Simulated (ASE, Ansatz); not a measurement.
# Convergence of a linear-scaling basis for random fluorite-type alloy of CaF2 and CdF2 (96 atoms)

Wanted: errors and times of a linear-scaling basis for random fluorite-type alloy of CaF2 and CdF2 (96 atoms). A setting counts as converged where the r.m.s. difference of forces stays under 1 % of the r.m.s. force.

Program: Ansatz 0.2.0. Level of theory: Kohn-Sham DFT, PBE, PAW (set soft_2), plane waves. Results are calculated unless marked as measured.

Report form: the programs' logs are mostly left out.

## Step 1: Starting point

The cell holds 96 atoms: 24 Ca, 64 F and 8 Cd. Cell: a = 10.889 Å, b = 10.889 Å, c = 10.889 Å, α = 90.0°, β = 90.0°, γ = 90.0°. It derives from CaF2 (fluorite-type) and CdF2, repeated 2×2×2. Fluorite-type CaF2, 2 x 2 x 2 conventional cells, 8 of 32 Ca sites given to Cd at random (x = 0.250), lattice by Vegard's rule (a = 5.445 Å); every coordinate displaced by a Gaussian of 0.09 Å.

What the set-up can't give: The host structure and its lattice constant were typed by rule, without a check against the phase diagram. The Brillouin zone is sampled at Γ only, in a cell whose shortest periodic width is 11 Å.

## Step 2: Plane-wave single point

The first run fixes the reference, at a cutoff of 420 eV.

Contents of input.yaml:

```yaml
crystal:
  lattice:
    - [10.8894, 0.0, 0.0]
    - [0.0, 10.8894, 0.0]
    - [0.0, 0.0, 10.8894]
  atoms:
    - { symbol: Ca, position: [0.99783, 0.99578, 0.99434] }
    - { symbol: F, position: [0.12148, 0.12205, 0.12148] }
    - { symbol: F, position: [0.3689, 0.37627, 0.37205] }
    - { symbol: Ca, position: [0.99106, 0.24034, 0.23878] }
    - { symbol: F, position: [0.14019, 0.37774, 0.38028] }
    - { symbol: F, position: [0.36474, 0.1243, 0.14669] }
    - { symbol: Ca, position: [0.25046, 0.0027, 0.24395] }
    - { symbol: F, position: [0.3904, 0.12811, 0.36248] }
    - { symbol: F, position: [0.12032, 0.38619, 0.12991] }
    - { symbol: Ca, position: [0.25599, 0.24726, 0.98742] }
    - { symbol: F, position: [0.36768, 0.3603, 0.12771] }
    - { symbol: F, position: [0.11483, 0.1149, 0.37952] }
    - { symbol: Ca, position: [0.00577, 0.01055, 0.50083] }
    - { symbol: F, position: [0.13185, 0.1279, 0.62748] }
    - { symbol: F, position: [0.36185, 0.36521, 0.88159] }
    - { symbol: Ca, position: [0.00688, 0.24082, 0.76359] }
    - { symbol: F, position: [0.11575, 0.3665, 0.87479] }
    - { symbol: F, position: [0.37137, 0.11476, 0.62486] }
    - { symbol: Ca, position: [0.2495, 0.01203, 0.75575] }
    - { symbol: F, position: [0.37975, 0.11987, 0.87972] }
    - { symbol: F, position: [0.13228, 0.37534, 0.62427] }
    - { symbol: Ca, position: [0.24368, 0.25465, 0.50403] }
    - { symbol: F, position: [0.36791, 0.37833, 0.62572] }
    - { symbol: F, position: [0.12785, 0.11572, 0.88741] }
    - { symbol: Ca, position: [0.99983, 0.50107, 0.99978] }
    - { symbol: F, position: [0.13426, 0.62655, 0.12432] }
    - { symbol: F, position: [0.36601, 0.87568, 0.38024] }
    - { symbol: Ca, position: [0.00971, 0.74151, 0.26109] }
    - { symbol: F, position: [0.12277, 0.87318, 0.3577] }
    - { symbol: F, position: [0.36548, 0.61167, 0.12314] }
    - { symbol: Ca, position: [0.24469, 0.50501, 0.24594] }
    - { symbol: F, position: [0.36753, 0.62878, 0.3772] }
    - { symbol: F, position: [0.12423, 0.88931, 0.11378] }
    - { symbol: Cd, position: [0.25769, 0.75697, 0.99985] }
    - { symbol: F, position: [0.36845, 0.86657, 0.11472] }
    - { symbol: F, position: [0.11488, 0.6479, 0.36896] }
    - { symbol: Cd, position: [0.00283, 0.49254, 0.49127] }
    - { symbol: F, position: [0.13207, 0.62357, 0.61965] }
    - { symbol: F, position: [0.37563, 0.85955, 0.88016] }
    - { symbol: Cd, position: [0.99788, 0.74323, 0.75955] }
    - { symbol: F, position: [0.1308, 0.87737, 0.86094] }
    - { symbol: F, position: [0.3858, 0.63718, 0.61782] }
    - { symbol: Ca, position: [0.24977, 0.50075, 0.74197] }
    - { symbol: F, position: [0.37553, 0.6361, 0.87019] }
    - { symbol: F, position: [0.1379, 0.88337, 0.62396] }
    - { symbol: Ca, position: [0.25376, 0.75572, 0.49462] }
    - { symbol: F, position: [0.37229, 0.88185, 0.63621] }
    - { symbol: F, position: [0.1147, 0.61306, 0.87494] }
    - { symbol: Ca, position: [0.49671, 0.00658, 0.99869] }
    - { symbol: F, position: [0.62037, 0.12589, 0.12758] }
    - { symbol: F, position: [0.87142, 0.39783, 0.3687] }
    - { symbol: Ca, position: [0.49964, 0.2406, 0.25279] }
    - { symbol: F, position: [0.62089, 0.36885, 0.37544] }
    - { symbol: F, position: [0.87636, 0.12553, 0.13095] }
    - { symbol: Ca, position: [0.74389, 0.99808, 0.24213] }
    - { symbol: F, position: [0.86027, 0.12215, 0.37715] }
    - { symbol: F, position: [0.63178, 0.37305, 0.12572] }
    - { symbol: Ca, position: [0.74971, 0.23656, 0.99846] }
    - { symbol: F, position: [0.87485, 0.3618, 0.11667] }
    - { symbol: F, position: [0.61239, 0.12314, 0.36814] }
    - { symbol: Cd, position: [0.49618, 0.99812, 0.50349] }
    - { symbol: F, position: [0.61601, 0.10343, 0.63736] }
    - { symbol: F, position: [0.8781, 0.36119, 0.89011] }
    - { symbol: Ca, position: [0.50772, 0.23957, 0.73418] }
    - { symbol: F, position: [0.63758, 0.36722, 0.87617] }
    - { symbol: F, position: [0.87735, 0.12511, 0.62402] }
    - { symbol: Cd, position: [0.74702, 0.99731, 0.74834] }
    - { symbol: F, position: [0.87416, 0.132, 0.8711] }
    - { symbol: F, position: [0.61046, 0.36495, 0.63055] }
    - { symbol: Ca, position: [0.74847, 0.26022, 0.4845] }
    - { symbol: F, position: [0.88713, 0.3593, 0.62495] }
    - { symbol: F, position: [0.62557, 0.12225, 0.86558] }
    - { symbol: Cd, position: [0.50323, 0.50059, 0.99206] }
    - { symbol: F, position: [0.62596, 0.60878, 0.14382] }
    - { symbol: F, position: [0.86591, 0.86139, 0.37674] }
    - { symbol: Ca, position: [0.50157, 0.74964, 0.24239] }
    - { symbol: F, position: [0.6416, 0.8836, 0.38455] }
    - { symbol: F, position: [0.86693, 0.62233, 0.13264] }
    [... 12 atom lines left out ...]
    - { symbol: Ca, position: [0.75943, 0.50498, 0.75304] }
    - { symbol: F, position: [0.86934, 0.62683, 0.88032] }
    - { symbol: F, position: [0.62566, 0.88557, 0.6125] }
    - { symbol: Ca, position: [0.75455, 0.75079, 0.49064] }
    - { symbol: F, position: [0.87038, 0.87526, 0.62239] }
    - { symbol: F, position: [0.6296, 0.61926, 0.87473] }
kpoints:
  mp_grid: { grid: [1, 1, 1] }
hamiltonian:
  xc: pbe
scf:
  occupations: { method: gaussian, width: 0.05 }
output:
  forces: true
  stress: true
  populations: true
  dos:
    method: { smearing: { sigma: 0.1 } }
    de: 0.1
    projected: { site_lists: { Ca: [Ca], Cd: [Cd], F: [F] } }
  eigenvalues: true
  write_density: true
  write_potential: true
  volumetric_format: npy
```

Command:

```bash
$ ansatz run input.yaml --threads 8 --pin off --max-ram 15872MiB --backend cpu --events-out ev --progress --plain --runs-dir out
```

Wall time 13 s (8 threads of Arm Neoverse V2, shared host); peak memory 2 GiB; 96 s of CPU time.

Numbers from this run:

```
free energy                                      : -161524.5285 eV
free energy per atom                             : -1682.5472 eV/atom
SCF cycles                                       : 8
pressure                                         : 5.697 GPa
r.m.s. force component                           : 0.7893 eV/Å
longest force                                    : 4.081 eV/Å
Fermi energy                                     : 6.859 eV
gap (highest filled to lowest empty level) : 4.24 eV
spilling of the projection                       : 0.007265
```

The r.m.s. force component of 0.79 eV/Å and the pressure of 5.7 GPa set the scale for the differences below.

## Step 3: Support functions low

The cell is solved in localised support functions.

This step: Kohn-Sham DFT, PBE, PAW (set soft_2), localised support functions (low) (Ansatz 0.2.0).

input.yaml, the sections that differ from step 2:

```yaml
scf:
  occupations: { method: gaussian, width: 0.05 }
  eigensolver: { kind: { support_functions: { accuracy: low } } }
  max_iter: 150
output:
  forces: true
  eigenvalues: true
# crystal, kpoints, hamiltonian: as in step 2
```

Elapsed: 82 s, on 8 threads; peak memory 5.5 GiB; 11 min of CPU time.

The program notes that the band table was not solved further than the SCF left it and it switched symmetry off.

Keys that differ from the reference: support_functions.accuracy = "low" and scf.max_iter = 150.

Forces differ from the reference by 0.60 meV/Å r.m.s., 0.077 % of their size, well within a tolerance of 1 %; the energy by -5.4 meV/atom. It took 82 s and 12 cycles; the reference's time can't be set against it, since the two runs asked for unlike analyses.

## Step 4: Support functions medium

The cell is solved in localised support functions. Besides, the program derives a nominal cutoff of 631 eV for this run, against the reference's 420.

This step: Kohn-Sham DFT, PBE, PAW (set soft_2), localised support functions (medium) (Ansatz 0.2.0).

input.yaml, the sections that differ from step 3:

```yaml
scf:
  occupations: { method: gaussian, width: 0.05 }
  eigensolver: { kind: { support_functions: { accuracy: medium } } }
  max_iter: 150
# crystal, kpoints, hamiltonian, output: as in step 3
```

Run time: 91 s. Hardware: 8 threads; peak memory 5.5 GiB; 12 min of CPU time.

Keys that differ from the reference: support_functions.accuracy = "medium" and scf.max_iter = 150.

Forces differ from the reference by 0.58 meV/Å r.m.s., 0.074 % of their size, well within a tolerance of 1 %; the energy by -5.4 meV/atom. It took 91 s and 13 cycles; the reference's time can't be set against it, since the two runs asked for unlike analyses.

## Step 5: Support functions medium, radius 2.94 Å

The radius confines each support function; a larger one gives more freedom and more work per atom.

input.yaml, the sections that differ from step 4:

```yaml
scf:
  occupations: { method: gaussian, width: 0.05 }
  eigensolver: { kind: { support_functions: { accuracy: medium, radius: 2.94 } } }
  max_iter: 150
# crystal, kpoints, hamiltonian, output: as in step 4
```

It took 2.5 s on 8 threads; peak memory 0.41 GiB.

The program refuses radii under 3.50 Å for these atoms at this level.

## Step 6: Support functions medium, radius 3.23 Å

input.yaml, the sections that differ from step 5:

```yaml
scf:
  occupations: { method: gaussian, width: 0.05 }
  eigensolver: { kind: { support_functions: { accuracy: medium, radius: 3.23 } } }
  max_iter: 150
# crystal, kpoints, hamiltonian, output: as in step 5
```

The job ended after 2.5 s (8 threads; peak memory 0.41 GiB).

The program refuses radii under 3.50 Å for these atoms at this level.

## Step 7: Support functions medium, radius 3.45 Å

input.yaml, the sections that differ from step 6:

```yaml
scf:
  occupations: { method: gaussian, width: 0.05 }
  eigensolver: { kind: { support_functions: { accuracy: medium, radius: 3.45 } } }
  max_iter: 150
# crystal, kpoints, hamiltonian, output: as in step 6
```

Run time: 2.5 s. Hardware: 8 threads; peak memory 0.42 GiB.

The program refuses radii under 3.50 Å for these atoms at this level.

## Step 8: With basis.ecutrho_ratio = 6 and scf.algorithm = "density_mixing"

Changed here: basis.ecutrho_ratio = 6 and scf.algorithm = "density_mixing".

This step: Kohn-Sham DFT, PBE, PAW (set soft_2), plane waves (Ansatz 0.2.0).

input.yaml, the sections that differ from step 7:

```yaml
scf:
  occupations: { method: gaussian, width: 0.05 }
  algorithm: density_mixing
output:
  forces: true
  stress: true
  populations: true
  dos:
    method: { smearing: { sigma: 0.08 } }
    de: 0.1
    projected: { site_lists: { Ca: [Ca], Cd: [Cd], F: [F] } }
  eigenvalues: true
basis:
  ecutrho_ratio: 6
# crystal, kpoints, hamiltonian: as in step 7
```

Run time: 12 s. Hardware: 8 threads; peak memory 2.3 GiB.

Forces differ from the reference by 0.009 meV/Å r.m.s., 0.0011 % of their size, well within a tolerance of 1 %.

Runs without a result: support functions medium, radius 2.94 Å (error); support functions medium, radius 3.23 Å (error); support functions medium, radius 3.45 Å (error).

## Step 9: The ladder side by side

Differences are against the plane-wave reference (Kohn-Sham DFT, PBE, PAW (set soft_2), plane waves), whose r.m.s. force component is 0.789 eV/Å. Energies are set beside the reference only for runs with its functional, potentials and electron count. Times are for 8 threads of Arm Neoverse V2, shared host. The reference's time includes the DOS, the stress and grids, which some other runs skip.

| run | Δ force, r.m.s. (meV/Å) | share of r.m.s. force (%) | Δ energy (meV/atom) | Δ pressure (GPa) | Δ gap (eV) | cycles | time | host memory (GiB) |
| --- | --- | --- | --- | --- | --- | --- | --- | --- |
| reference | - | - | - | - | - | 8 | 13 s | 2.0 |
| support functions low | 0.605 | 0.0766 | -5.38 | - | 3.0e-4 | 12 | 82 s | 5.5 |
| support functions medium | 0.581 | 0.0736 | -5.38 | - | -3.0e-4 | 13 | 91 s | 5.5 |
| basis.ecutrho_ratio = 6 and scf.algorithm = "density_mixing" | 0.009 | 0.0011 | -0.0018 | 0 | 0 | 8 | 12 s | 2.3 |

## Step 10: What the reference run shows

With the settings judged, the reference run is read for its physics.

Length of the force by element:

| element | coordination | atoms | mean length of the force (eV/Å) | spread | least | most |
| --- | --- | --- | --- | --- | --- | --- |
| Ca | all | 24 | 1.43 | 0.731 | 0.467 | 4.08 |
| Cd | all | 8 | 1.40 | 0.463 | 0.916 | 2.27 |
| F | all | 64 | 1.07 | 0.642 | 0.218 | 3.79 |

Löwdin charges by element (they lack the spilled electrons, 0.064 e an atom on average):

| element | coordination | atoms | mean charge (e) | spread | least | most |
| --- | --- | --- | --- | --- | --- | --- |
| Ca | all | 24 | 1.74 | 0.0023 | 1.74 | 1.74 |
| Cd | all | 8 | 1.55 | 0.0077 | 1.54 | 1.56 |
| F | all | 64 | -0.750 | 0.0142 | -0.770 | -0.719 |

Charge against the make-up of the first shell:

| Ca neighbours of F | atoms | mean charge (e) |
| --- | --- | --- |
| 1 | 2 | -0.719 |
| 2 | 16 | -0.733 |
| 3 | 26 | -0.751 |
| 4 | 20 | -0.767 |

Density of states as counts of states in windows of 1 eV (from the Fermi level), total and the larger projections:

| from (eV) | to (eV) | total | F p | Cd d |
| --- | --- | --- | --- | --- |
| -10 | -9 | 0.0 | 0.0 | 0.0 |
| -9 | -8 | 5.0 | 1.0 | 3.9 |
| -8 | -7 | 66.7 | 9.1 | 57.0 |
| -7 | -6 | 14.9 | 6.0 | 7.8 |
| -6 | -5 | 60.8 | 54.6 | 2.2 |
| -5 | -4 | 133.9 | 125.1 | 3.2 |
| -4 | -3 | 122.9 | 116.2 | 3.7 |
| -3 | -2 | 59.9 | 57.3 | 1.9 |
| -2 | 1 | 0.0 | 0.0 | 0.0 |
| 1 | 2 | 0.2 | 0.0 | 0.0 |
| 2 | 3 | 3.3 | 0.5 | 0.0 |
| 3 | 4 | 7.7 | 1.3 | 0.0 |
| 4 | 5 | 5.4 | 0.8 | 0.0 |

Between -26 and -10 eV lie 272 more states.

About 112 of the 848 electrons lie in deeper levels, below the stored range.

The levels nearest the highest filled one (over half full), pooled over k-points and spins:

| level less the highest filled one (eV) | occupation |
| --- | --- |
| -0.320 | 2 |
| -0.297 | 2 |
| -0.221 | 2 |
| -0.160 | 2 |
| -0.074 | 2 |
| 0 | 2 |
| 4.24 | 0 |
| 5.11 | 0 |
| 5.53 | 0 |
| 5.77 | 0 |
| 5.87 | 0 |
| 6.14 | 0 |

Valence density in the ac plane at fractional y = 0.003, with atoms of Ca and Cd within 0.2 Å of it. It is the smooth field of the valence electrons, not physical close to the nuclei.

Ten steps, logarithmic in the rise over the least value, from '0' (0 e/Å³) to '9' (21 e/Å³), each cell a mean:
```
7631000000001366641000000000256
4310000000000134321000000000124
1000000000000000000000000000001
0000001221000000000011222100000
0000024564200000000013676310000
0000035775300000000026998520000
0000025665200000000025898510000
0000012332100000000112454210000
0000000000000000001111111000000
2100000000001123211100000000001
5531000000001367741000000000135
7641000000001589962000000000146
6641000000001479852000000000146
4310000000000245421000000000013
0000000000000001100000000000000
0000001111000000000000111000000
0000013553100000000012454200000
0000035775300000000024676410000
0000025675300000000024676410000
0000013443100000000012454200000
0000000110000000000000111000000
1100000000000012110000000000001
5420000000000245531000000000134
7631000000001467752000000000256
```
Columns run along a (10.9 Å), rows up along c (10.9 Å). Atoms in or near the plane, at fractional coordinates: Ca at (0.00, 0.99), Ca at (0.25, 0.24), Ca at (0.01, 0.50), Ca at (0.25, 0.76), Ca at (0.50, 0.00), Ca at (0.74, 0.24), Cd at (0.50, 0.50), Cd at (0.75, 0.75).

(Part 1 of 2 ends here.)

[Logs are printed without paths, hosts, clocks, repeated set-up lines and the standing remarks that a program may print on its own settings, such as how far it seeks lower states.]

[Hosts, paths, dates, database ids (printed as entryN), source tags and the programs' standing remarks are cut or masked in the printed files.]
